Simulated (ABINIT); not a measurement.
# BeAgH3 (Pm-3m): zone-centre phonons

Which modes does BeAgH3 (Pm-3m) have at the zone centre?

Program: ABINIT 10.8.3. Level of theory: DFT LDA, scalar-relativistic, plane waves, PseudoDojo norm-conserving pseudopotentials. Results are calculated unless marked as measured.

Most raw output is cut from this account.

The structure was built from a prototype and need not be the compound's stable phase.

### 1. Set-up

Symmetry: Pm-3m, No. 221, cubic system. The conventional cell has a = 2.998 Å, b = 2.998 Å, c = 2.998 Å, α = 90.00°, β = 90.00°, γ = 90.00°. Nearest to Ag lie 12 H at 2.12 Å. Be has 6 H at 1.50 Å nearest. Nearest to H lie 2 Be at 1.50 Å and 4 Ag at 2.12 Å and 8 H at 2.12 Å. Farther neighbours are not listed.

Structure file:

```cif
data_structure
_symmetry_space_group_name_H-M 'Pm-3m'
_symmetry_Int_Tables_number 221
_cell_length_a 2.9978
_cell_length_b 2.9978
_cell_length_c 2.9978
_cell_angle_alpha 90.000
_cell_angle_beta 90.000
_cell_angle_gamma 90.000
_cell_volume 26.94
loop_
_atom_site_label
_atom_site_type_symbol
_atom_site_symmetry_multiplicity
_atom_site_Wyckoff_symbol
_atom_site_fract_x
_atom_site_fract_y
_atom_site_fract_z
_atom_site_occupancy
Ag1 Ag 1 b 0.50000 0.50000 0.50000 1
Be1 Be 1 a 0.00000 0.00000 0.00000 1
H1 H 3 d 0.00000 0.00000 0.50000 1
```

### 2. A probe with smearing

A first run with smearing and empty bands tells whether the crystal has a gap, which decides between fixed occupations and smearing later on.

File probe.abi:

```
# ground state
tolvrs 1.0d-08
prtden 1
prtwf 1

# basis, mesh and filling
ecut 39.0
ngkpt 6 6 6
nshiftk 1
shiftk 0.0 0.0 0.0
istwfk *1
occopt 7
tsmear 0.005
nband 20
nstep 100
diemac 9.0
prtebands 0
prtgsr 0

# cell and atoms
acell 5.665039874 5.665039874 5.665039874
rprim 
    1.0 0.0 0.0
    0.0 1.0 0.0
    0.0 0.0 1.0
ntypat 3
znucl 47 4 1
natom 5
typat 1 2 3 3 3
xred 
    0.5 0.5 0.5
    0.0 0.0 0.0
    0.0 0.0 0.5
    0.5 0.0 0.0
    0.0 0.5 0.0
pp_dirpath "./pseudo"
pseudos "Ag.upf, Be.upf, H.upf"
```

Command:

```bash
> OMP_NUM_THREADS=1 mpirun -n 4 abinit probe.abi > probe.log
```

Wall time 5 s (4 MPI ranks of Arm Neoverse V2, shared host); 20 s of CPU time.

This step gave:

```
volume per atom   : 5.388 Å³
pressure          : 53.16 GPa
gap on the k-mesh : 0 eV
```

No gap opens on this mesh, so smearing is kept; the printed pressure holds the stress of the finite basis too.

### 3. Rough relaxation

The typed start is rough, so a first relaxation with smearing and loose thresholds takes it towards rest cheaply.

File prerelax.abi:

```
# relaxation
ionmov 2
optcell 2
dilatmx 1.15
chkdilatmx 0
ntime 40
tolmxf 3.0d-04
tolvrs 1.0d-10
prtwf 0
prtden 0
chksymtnons 0

# basis, mesh and filling
ecut 39.0
ecutsm 3.0
ngkpt 6 6 6
nshiftk 1
shiftk 0.0 0.0 0.0
istwfk *1
occopt 7
tsmear 0.005
nband 20
nstep 100
diemac 1000000.0
prtebands 0
prtgsr 0

# cell and atoms
acell 5.665039874 5.665039874 5.665039874
rprim 
    1.0 0.0 0.0
    0.0 1.0 0.0
    0.0 0.0 1.0
ntypat 3
znucl 47 4 1
natom 5
typat 1 2 3 3 3
xred 
    0.5 0.5 0.5
    0.0 0.0 0.0
    0.0 0.0 0.5
    0.5 0.0 0.0
    0.0 0.5 0.0
pp_dirpath "./pseudo"
pseudos "Ag.upf, Be.upf, H.upf"
```

Command:

```bash
> OMP_NUM_THREADS=1 mpirun -n 4 abinit prerelax.abi > prerelax.log
```

Run time: 46 s. Hardware: 4 MPI ranks; 3 min of CPU time.

Relaxation path:

```tsv
step	energy less that of the first step (eV)	largest force (eV/Å)	volume (Å³)
1	0.0000	0.0000	26.94
2	-0.9904	0.0000	31.63
3	-1.2065	0.0000	34.92
4	-1.2241	0.0000	36.12
5	-1.2245	0.0000	36.33
```

```tsv
conventional cell, symmetrised	before	after	change
a (Å)	2.998	3.312	+10.5 %
b (Å)	2.998	3.312	+10.5 %
c (Å)	2.998	3.312	+10.5 %
volume (Å³/atom)	5.39	7.27	+34.8 %
```

Final coordinates:

```
Ag Be H
1.0
     3.31192    0.00000    0.00000
     0.00000    3.31192    0.00000
     0.00000    0.00000    3.31192
Ag Be H
1 1 3
Direct
  0.50000 0.50000 0.50000
  0.00000 0.00000 0.00000
  0.00000 0.00000 0.50000
  0.50000 0.00000 0.00000
  0.00000 0.50000 0.00000
```

Numbers from this step:

* volume per atom: 7.266 Å³
* pressure: 0.02768 GPa

The volume changes by +34.8 % in this run and stands +34.8 % from the first cell.

### 4. Rough relaxation

The cell changed much, so the rough relaxation is repeated on a basis made for the new cell.

Edit prerelax.abi of step 3 so:

```diff
@@ -28,3 +28,3 @@
 # cell and atoms
-acell 5.665039874 5.665039874 5.665039874
+acell 6.258613297 6.258613297 6.258613297
 rprim
```

Wall time 14 s (4 MPI ranks).

Little changed from the start: no atom moved by 0.005 Å and no cell edge by 0.1 %.

This step gave:

```
pressure : 0.02767 GPa
```

The volume changes by +0.0 % in this run and stands +34.8 % from the first cell.

### 5. Relaxing the cell and atoms

The harmonic expansion needs vanishing forces, and a free crystal bears no stress, so cell and atoms are brought to rest. Stress is more sensitive to the basis than forces are: the last 3 Ha under the cutoff are smoothed with ecutsm, and the cutoff is raised above that of the later runs.

relax.abi, as its differences from prerelax.abi of step 4:

```diff
@@ -3,7 +3,6 @@
 optcell 2
-dilatmx 1.15
-chkdilatmx 0
+dilatmx 1.08
 ntime 40
-tolmxf 3.0d-04
-tolvrs 1.0d-10
+tolmxf 1.0d-05
+tolvrs 1.0d-14
 prtwf 0
@@ -13,3 +12,3 @@
 # basis, mesh and filling
-ecut 39.0
+ecut 48.0
 ecutsm 3.0
@@ -19,4 +18,4 @@
 istwfk *1
-occopt 7
-tsmear 0.005
+occopt 3
+tsmear 0.01
 nband 20
```

Command:

```bash
> OMP_NUM_THREADS=1 mpirun -n 4 abinit relax.abi > relax.log
```

Elapsed: 41 s, on 4 MPI ranks.

Little changed from the start: no atom moved by 0.005 Å and no cell edge by 0.1 %.

Read from the output:

```yaml
volume_per_atom: 7.278 Å³
pressure: 2.38e-4 GPa
```

The volume changes by +0.2 % in this run and stands +35.1 % from the first cell.

### 6. Self-consistent run for the response

First-order wavefunctions inherit every error of the ground state, hence the very tight tolvrs. Smearing stays on, as the first look found no gap above 0.3 eV.

File gs.abi:

```
# ground state
tolvrs 1.0d-16
prtden 1
prtwf 1

# basis, mesh and filling
ecut 39.0
ngkpt 8 8 8
nshiftk 1
shiftk 0.0 0.0 0.0
istwfk *1
occopt 3
tsmear 0.01
nband 20
nstep 100
diemac 1000000.0
prtebands 0
prtgsr 0

# cell and atoms
acell 6.262158798 6.262158798 6.262158798
rprim 
    1.0 0.0 0.0
    0.0 1.0 0.0
    0.0 0.0 1.0
ntypat 3
znucl 47 4 1
natom 5
typat 1 2 3 3 3
xred 
    0.5 0.5 0.5
    0.0 0.0 0.0
    0.0 0.0 0.5
    0.5 0.0 0.0
    0.0 0.5 0.0
pp_dirpath "./pseudo"
pseudos "Ag.upf, Be.upf, H.upf"
```

Command:

```bash
> OMP_NUM_THREADS=1 mpirun -n 4 abinit gs.abi > gs.log
```

Wall time 14 s (4 MPI ranks).

This step gave:

* pressure: -0.5959 GPa

The cell stands at -0.60 GPa: the relaxation ran with a smoothed and higher cutoff and on another k mesh.

### 7. Linear response at Γ

At q = 0 one unit cell holds all displacements. The response is solved for single atoms along the cell's directions, and symmetry skips those that follow from others. The crystal is treated as a metal, which screens a static field, so no field response is asked.

File dfpt_gamma.abi:

```

# common to the responses
getwfk_filepath "gso_WFK"
kptopt 2
nqpt 1
qpt 0.0 0.0 0.0
asr 0
chneut 0

# displacements
rfphon 1
rfatpol 1 5
rfdir 1 1 1
tolvrs 1.0d-10
prtwf 0

# basis, mesh and filling
ecut 39.0
ngkpt 8 8 8
nshiftk 1
shiftk 0.0 0.0 0.0
istwfk *1
occopt 3
tsmear 0.01
nband 20
nstep 100
diemac 1000000.0
prtebands 0
prtgsr 0

# cell and atoms
acell 6.262158798 6.262158798 6.262158798
rprim 
    1.0 0.0 0.0
    0.0 1.0 0.0
    0.0 0.0 1.0
ntypat 3
znucl 47 4 1
natom 5
typat 1 2 3 3 3
xred 
    0.5 0.5 0.5
    0.0 0.0 0.0
    0.0 0.0 0.5
    0.5 0.0 0.0
    0.0 0.5 0.0
pp_dirpath "./pseudo"
pseudos "Ag.upf, Be.upf, H.upf"
```

Command:

```bash
> OMP_NUM_THREADS=1 mpirun -n 4 abinit dfpt_gamma.abi > dfpt_gamma.log
```

Elapsed: 1.7 min, on 4 MPI ranks; 6.9 min of CPU time.

Read from the output:

```
largest acoustic frequency at the zone centre before the sum rule : 3.08 cm⁻¹
highest optical zone-centre mode (no LO-TO term)                  : 1053 cm⁻¹
lowest optical zone-centre mode                                   : -428.2 cm⁻¹
```

The acoustic modes at Γ come out as far as 3.1 cm⁻¹ from zero, where they should vanish, a small numerical error. The lowest optical mode is imaginary, 428i cm⁻¹, an instability at this level and on this k mesh.

### 8. Modes with the sum rule

anaddb reads the merged derivatives and imposes the acoustic sum rule.

File anaddb.abi:

```
ddb_filepath "gamma_DDB"
output_file "anaddb.abo"
outdata_prefix "anaddb"
asr 1
chneut 1
enunit 2
eivec 1
nph1l 1
qph1l 0.0 0.0 0.0 1.0
```

File mrgddb.in:

```
gamma_DDB
merged
2
dfpt_gammao_DDB
gso_DDB
```

Command:

```bash
> mrgddb < mrgddb.in > mrgddb.log
> OMP_NUM_THREADS=1 anaddb anaddb.abi > anaddb.log
```

Elapsed: 0.51 s, on 1 thread.

No LO-TO term; unit eigenvectors of the mass-weighted matrix, from anaddb's displacements. Modes at Γ, with each element's share of the kinetic energy (negative means imaginary):

```tsv
mode	frequency (cm⁻¹)	symmetry	Ag %	Be %	H %
1	-428.2	T1u	3	0	96
2	-428.2	T1u	3	0	96
3	-428.2	T1u	3	0	96
4	0.0	acoustic	90	8	3
5	0.0	acoustic	90	8	3
6	0.0	acoustic	90	8	3
7	112.4	T1u	7	92	1
8	112.4	T1u	7	92	1
9	112.4	T1u	7	92	1
10	649.7	T2u	0	0	100
11	649.7	T2u	0	0	100
12	649.7	T2u	0	0	100
13	1052.8	T1u	0	0	100
14	1052.8	T1u	0	0	100
15	1052.8	T1u	0	0	100
```

Displacements in mode 1 (-428.2 cm⁻¹), the largest set to 1:
```
Ag1  0.00  0.00 -0.02
Be2  0.00  0.00  0.03
H3   0.00  0.00  1.00
H4   0.00  0.00  0.62
H5   0.00  0.00  0.62
```

Displacements in mode 13 (1052.8 cm⁻¹), the largest set to 1:
```
Ag1  0.00  0.00  0.00
Be2  0.00  0.00  0.01
H3   0.00  0.00  1.00
H4   0.00  0.00 -0.80
H5   0.00  0.00 -0.80
```

The rule moves no optical mode by more than 0.1 cm⁻¹.

### 9. Sum rules set otherwise (asr 0)

Without the rule the raw error of the acoustic modes shows.

Edit anaddb.abi of step 8 so:

```diff
@@ -3,4 +3,4 @@
 outdata_prefix "anaddb"
-asr 1
-chneut 1
+asr 0
+chneut 0
 enunit 2
```

mrgddb.in is that of step 8.

It took 0.51 s on 1 thread.

Zone-centre frequencies as printed; negative means imaginary. Modes:

```tsv
mode	frequency (cm⁻¹)
1	-428.2
2	-428.2
3	-428.2
4	3.08
5	3.08
6	3.08
7	112.4
8	112.4
9	112.4
10	649.7
11	649.7
12	649.7
13	1053
14	1053
15	1053
```

### 10. Summary of results

* space group after relaxation: Pm-3m
* volume per atom: 7.28 Å³
* highest optical zone-centre mode (no LO-TO term): 1053 cm⁻¹
* lowest optical zone-centre mode: -428.2 cm⁻¹
* imaginary optical modes at the zone centre (no q mesh in this session): yes

What this shows: At the LDA level the optical modes of BeAgH3 (Pm-3m) at the zone centre run from 428i to 1053 cm⁻¹, so the structure is a saddle point, with 3 modes beyond 10i cm⁻¹ there. The base run prints -0.60 GPa, mostly the error of a finite basis; the relaxation, with a smoothed and higher cutoff, had brought the cell to rest. These are harmonic frequencies: anharmonic shifts and widths and the lattice's thermal expansion are left out. The Fermi-Dirac smearing of 0.01 Ha is an electronic temperature of 3158 K, which adds a pressure of its own and can shift the volume and soft modes. In a metal the frequencies hang on the k mesh and the smearing, most of all near Kohn anomalies. The structure is a hypothetical one, built on a prototype.

[Host names and launcher messages were left out of these logs when they were recorded.]

[Logs are printed without paths, hosts, clocks, repeated set-up lines and the standing remarks that a program may print on its own settings, such as how far it seeks lower states.]

[Hosts, paths, dates, database ids (printed as entryN), source tags and the programs' standing remarks are cut or masked in the printed files.]
